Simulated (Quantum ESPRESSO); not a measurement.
**LiCl: optical spectrum from first principles**

Aim: the dielectric function of LiCl, and the optical constants that follow from it. The cell comes from an older database entry, whose edges can differ from later determinations, mostly by under a per cent.

Calculated with Quantum ESPRESSO 7.5; DFT, PBE, plane waves with norm-conserving potentials (PseudoDojo), scalar-relativistic, independent-particle optical response without local fields and without the non-local commutator.

The database entry behind the starting cell differs from later determinations by our own check (0.1 to 0.3 % short, probably kX units), so it need not match the best structure at ambient conditions.

## 1. Set-up

It takes space group Fm-3m (No. 225, cubic). Conventional cell: a = 5.130 Å, b = 5.130 Å, c = 5.130 Å, α = 90.00°, β = 90.00°, γ = 90.00°. Nearest to Cl lie 6 Li at 2.56 Å. Nearest to Li lie 6 Cl at 2.56 Å. Farther neighbours and most contacts between anions are not listed.

## 2. Ground state

The self-consistent density comes first; it also tells whether there is a gap, which decides the occupations and the need for a Drude term.

This step: DFT, PBE, plane waves with norm-conserving potentials (PseudoDojo), scalar-relativistic, ground state (Quantum ESPRESSO 7.5).

File scf.in:

```
&control
  calculation = 'scf'
  prefix = 'x'
  outdir = './tmp'
  pseudo_dir = './'
  verbosity = 'high'
/
&system
  ibrav = 0
  nat = 2
  ntyp = 2
  ecutwfc = 90
  occupations = 'smearing'
  smearing = 'fd'
  degauss = 0.003675
  nbnd = 9
/
&electrons
  conv_thr = 1e-09
  electron_maxstep = 100
/
ATOMIC_SPECIES
  Cl 1.0 Cl.upf
  Li 1.0 Li.upf
CELL_PARAMETERS angstrom
  0.000000000000 2.564770000000 2.564770000000
  2.564770000000 0.000000000000 2.564770000000
  2.564770000000 2.564770000000 0.000000000000
ATOMIC_POSITIONS crystal
  Cl 0.500000000000 0.500000000000 0.500000000000
  Li 0.000000000000 0.000000000000 0.000000000000
K_POINTS automatic
  8 8 8 0 0 0
```

Launch:

```
$ mpirun -n 4 pw.x -nk 4 -in scf.in
```

The log of the run:

```text
for quantum simulation of materials; please cite

     using ibrav=0 with symmetry is DISCOURAGED, use correct ibrav instead

     G-vector sticks info
     --------------------
     sticks:   dense  smooth     PW     G-vecs:    dense   smooth      PW
     Sum        1159    1159    349                26301    26301    4279

     Using Slab Decomposition

     bravais-lattice index     =            0
     lattice parameter (alat)  =       6.8543  a.u.
     unit-cell volume          =     227.7046 (a.u.)^3
     number of atoms/cell      =            2
     number of atomic types    =            2
     number of electrons       =        10.00
     number of Kohn-Sham states=            9
     kinetic-energy cutoff     =      90.0000  Ry
     charge density cutoff     =     360.0000  Ry
     scf convergence threshold =      1.0E-09
     mixing beta               =       0.7000
     number of iterations used =            8  plain     mixing
     Exchange-correlation= PBE
                           (   1   4   3   4   0   0   0)

     celldm(1)=   6.854287  celldm(2)=   0.000000  celldm(3)=   0.000000
     celldm(4)=   0.000000  celldm(5)=   0.000000  celldm(6)=   0.000000

     crystal axes: (cart. coord. in units of alat)
               a(1) = (   0.000000   0.707107   0.707107 )
               a(2) = (   0.707107   0.000000   0.707107 )
               a(3) = (   0.707107   0.707107   0.000000 )

     reciprocal axes: (cart. coord. in units 2 pi/alat)
               b(1) = ( -0.707107  0.707107  0.707107 )
               b(2) = (  0.707107 -0.707107  0.707107 )
               b(3) = (  0.707107  0.707107 -0.707107 )

     ./Cl.upf
     Pseudo is Norm-conserving + core correction, Zval =  7.0
     Generated using ONCVPSP code by D. R. Hamann
     Using radial grid of 1028 points,  6 beta functions with:
                l(1) =   0
                l(2) =   0
                l(3) =   1
                l(4) =   1
                l(5) =   2
                l(6) =   2

     ./Li.upf
     Pseudo is Norm-conserving, Zval =  3.0
     Generated using ONCVPSP code by D. R. Hamann
     Using radial grid of 1944 points,  4 beta functions with:
                l(1) =   0
                l(2) =   0
                l(3) =   1
                l(4) =   1

     atomic species   valence    mass     pseudopotential
     Cl                7.00     1.00000     Cl( 1.00)
     Li                3.00     1.00000     Li( 1.00)

     48 Sym. Ops., with inversion, found

                                    s                        frac. trans.

     [... symmetry matrices left out ...]
   Cartesian axes

     site n.     atom                  positions (alat units)
         1        Cl     tau(   1) = (   0.7071068   0.7071068   0.7071068  )
         2        Li     tau(   2) = (   0.0000000   0.0000000   0.0000000  )

   Crystallographic axes

     site n.     atom                  positions (cryst. coord.)
         1        Cl     tau(   1) = (  0.5000000  0.5000000  0.5000000  )
         2        Li     tau(   2) = (  0.0000000  0.0000000  0.0000000  )

     number of k points=    29  Fermi-Dirac smearing, width (Ry)=  0.0037
                       cart. coord. in units 2pi/alat
        k(    1) = (   0.0000000   0.0000000   0.0000000), wk =   0.0039062
        k(    2) = (   0.0883883   0.0883883  -0.0883883), wk =   0.0312500
        k(    3) = (   0.1767767   0.1767767  -0.1767767), wk =   0.0312500
        k(    4) = (   0.2651650   0.2651650  -0.2651650), wk =   0.0312500
        k(    5) = (  -0.3535534  -0.3535534   0.3535534), wk =   0.0156250
        k(    6) = (   0.1767767   0.0000000   0.0000000), wk =   0.0234375
        k(    7) = (   0.2651650   0.0883883  -0.0883883), wk =   0.0937500
        k(    8) = (   0.3535534   0.1767767  -0.1767767), wk =   0.0937500
        k(    9) = (  -0.2651650  -0.4419417   0.4419417), wk =   0.0937500
        k(   10) = (  -0.1767767  -0.3535534   0.3535534), wk =   0.0937500
        k(   11) = (  -0.0883883  -0.2651650   0.2651650), wk =   0.0937500
        k(   12) = (   0.0000000  -0.1767767   0.1767767), wk =   0.0468750
        k(   13) = (   0.3535534   0.0000000   0.0000000), wk =   0.0234375
        k(   14) = (   0.4419417   0.0883883  -0.0883883), wk =   0.0937500
        k(   15) = (  -0.1767767  -0.5303301   0.5303301), wk =   0.0937500
        k(   16) = (  -0.0883883  -0.4419417   0.4419417), wk =   0.0937500
[...]
cryst. coord.
[...]
k(   22) = (   0.1250000   0.2500000   0.3750000), wk =   0.0937500
        k(   23) = (   0.1250000   0.2500000  -0.5000000), wk =   0.1875000
        k(   24) = (   0.1250000   0.2500000  -0.3750000), wk =   0.0937500
        k(   25) = (   0.1250000   0.3750000  -0.5000000), wk =   0.0937500
        k(   26) = (   0.1250000   0.3750000  -0.3750000), wk =   0.1875000
        k(   27) = (   0.1250000   0.3750000  -0.2500000), wk =   0.0937500
        k(   28) = (   0.1250000  -0.5000000  -0.3750000), wk =   0.0468750
        k(   29) = (   0.2500000  -0.5000000  -0.2500000), wk =   0.0234375

     Dense  grid:    26301 G-vectors     FFT dimensions: (  45,  45,  45)

     Initial potential from superposition of free atoms

     starting charge       9.9954, renormalised to      10.0000
     Starting wfcs are    6 randomized atomic wfcs +    3 random wfcs

     Self-consistent Calculation

     iteration #  1     ecut=    90.00 Ry     beta= 0.70
     Davidson diagonalization with overlap

            54 MiB given to the printing process from OS
            23 MiB allocation reported by mallinfo(arena+hblkhd)
------------------
     ethr =  1.00E-02,  avg # of iterations =  5.5

     Threshold (ethr) on eigenvalues was too large:
     Diagonalizing with lowered threshold

     Davidson diagonalization with overlap

            55 MiB given to the printing process from OS
            26 MiB allocation reported by mallinfo(arena+hblkhd)
------------------
     ethr =  2.14E-04,  avg # of iterations =  2.8

     total energy              =     -47.46859999 Ry
     estimated scf accuracy    <       0.02090444 Ry

     iteration #  2     ecut=    90.00 Ry     beta= 0.70
     Davidson diagonalization with overlap

            65 MiB given to the printing process from OS
            31 MiB allocation reported by mallinfo(arena+hblkhd)
------------------
     ethr =  2.09E-04,  avg # of iterations =  2.0

     total energy              =     -47.47340852 Ry
     estimated scf accuracy    <       0.00276918 Ry

     iteration #  3     ecut=    90.00 Ry     beta= 0.70
     Davidson diagonalization with overlap

            65 MiB given to the printing process from OS
            31 MiB allocation reported by mallinfo(arena+hblkhd)
------------------
     ethr =  2.77E-05,  avg # of iterations =  2.8

     total energy              =     -47.47404652 Ry
     estimated scf accuracy    <       0.00010993 Ry

     iteration #  4     ecut=    90.00 Ry     beta= 0.70
     Davidson diagonalization with overlap

            67 MiB given to the printing process from OS
            32 MiB allocation reported by mallinfo(arena+hblkhd)
------------------
     ethr =  1.10E-06,  avg # of iterations =  3.6

     total energy              =     -47.47406101 Ry
     estimated scf accuracy    <       0.00000239 Ry

     iteration #  5     ecut=    90.00 Ry     beta= 0.70
     Davidson diagonalization with overlap

            67 MiB given to the printing process from OS
            33 MiB allocation reported by mallinfo(arena+hblkhd)
------------------
     ethr =  2.39E-08,  avg # of iterations =  2.0

     total energy              =     -47.47406179 Ry
     estimated scf accuracy    <       0.00000020 Ry

     iteration #  6     ecut=    90.00 Ry     beta= 0.70
     Davidson diagonalization with overlap

            68 MiB given to the printing process from OS
            34 MiB allocation reported by mallinfo(arena+hblkhd)
------------------
     ethr =  1.95E-09,  avg # of iterations =  2.0

     total energy              =     -47.47406184 Ry
     estimated scf accuracy    <          4.0E-09 Ry

     iteration #  7     ecut=    90.00 Ry     beta= 0.70
     Davidson diagonalization with overlap

            69 MiB given to the printing process from OS
            35 MiB allocation reported by mallinfo(arena+hblkhd)
------------------
     ethr =  3.98E-11,  avg # of iterations =  2.4

     End of self-consistent calculation

          k = 0.0000 0.0000 0.0000 (  3287 PWs)   bands (ev):

   -41.8052 -11.7299   1.6668   1.6668   1.6668   7.9953  13.4648  13.4648
    13.4648

     occupation numbers
     1.0000   1.0000   1.0000   1.0000   1.0000   0.0000   0.0000   0.0000
     0.0000

          k = 0.0884 0.0884-0.0884 (  3299 PWs)   bands (ev):

   -41.8048 -11.6545   1.1410   1.6258   1.6258   8.4572  12.7302  13.3890
    13.3890

     occupation numbers
     1.0000   1.0000   1.0000   1.0000   1.0000   0.0000   0.0000   0.0000
     0.0000

          k = 0.1768 0.1768-0.1768 (  3305 PWs)   bands (ev):

   -41.8038 -11.4624   0.0881   1.5322   1.5322   8.8810  12.2826  12.2826
    12.5960

     occupation numbers
     1.0000   1.0000   1.0000   1.0000   1.0000   0.0000   0.0000   0.0000
     0.0000

          k = 0.2652 0.2652-0.2652 (  3284 PWs)   bands (ev):

   -41.8028 -11.2539  -0.8029   1.4455   1.4455   8.6002  11.4086  11.4086
    13.8129

     occupation numbers
     1.0000   1.0000   1.0000   1.0000   1.0000   0.0000   0.0000   0.0000
     0.0000

          k =-0.3536-0.3536 0.3536 (  3274 PWs)   bands (ev):

   -41.8024 -11.1618  -1.1446   1.4113   1.4113   8.4130  11.1060  11.1060
    14.6358

     occupation numbers
     1.0000   1.0000   1.0000   1.0000   1.0000   0.0000   0.0000   0.0000
     0.0000

     [... further k points left out ...]

     the Fermi energy is     5.3029 ev

!    total energy              =     -47.47406184 Ry
     estimated scf accuracy    <          2.0E-10 Ry
     smearing contrib. (-TS)   =       0.00000000 Ry
     internal energy E=F+TS    =     -47.47406184 Ry

     The total energy is F=E-TS. E is the sum of the following terms:
     one-electron contribution =     -10.49978836 Ry
     hartree contribution      =       7.60823263 Ry
     xc contribution           =     -12.42764263 Ry
     ewald contribution        =     -32.15486348 Ry

     convergence has been achieved in   7 iterations

     XML data file, charge density, pseudopotentials, collected wavefunctions

                                        0.00s GPU  (     281 calls)

=------------------------------------------------------------------------------=
   JOB DONE.
=------------------------------------------------------------------------------=
```

Wall time 4.5 s (4 MPI ranks of Arm Neoverse V2, shared host); peak memory 0.07 GiB; 18 s of CPU time.

Read-outs, printed or worked out from the files:

| Quantity | Value |
| --- | --- |
| total energy | -47.47 Ry |
| gap on the k-mesh | 6.329 eV |
| direct gap on the mesh | 6.329 eV |

There is a gap, 6.33 eV on this mesh (points off the mesh can give less), so no carriers' term is needed.

(Part 1 of 3 ends here.)

[Machine, clock, banner and «Message from routine» lines are left out of the logs.]

[Logs are printed without paths, hosts, clocks, repeated set-up lines and the standing remarks that a program may print on its own settings, such as how far it seeks lower states.]

[Hosts, paths, dates, database ids (printed as entryN), source tags and the programs' standing remarks are cut or masked in the printed files.]
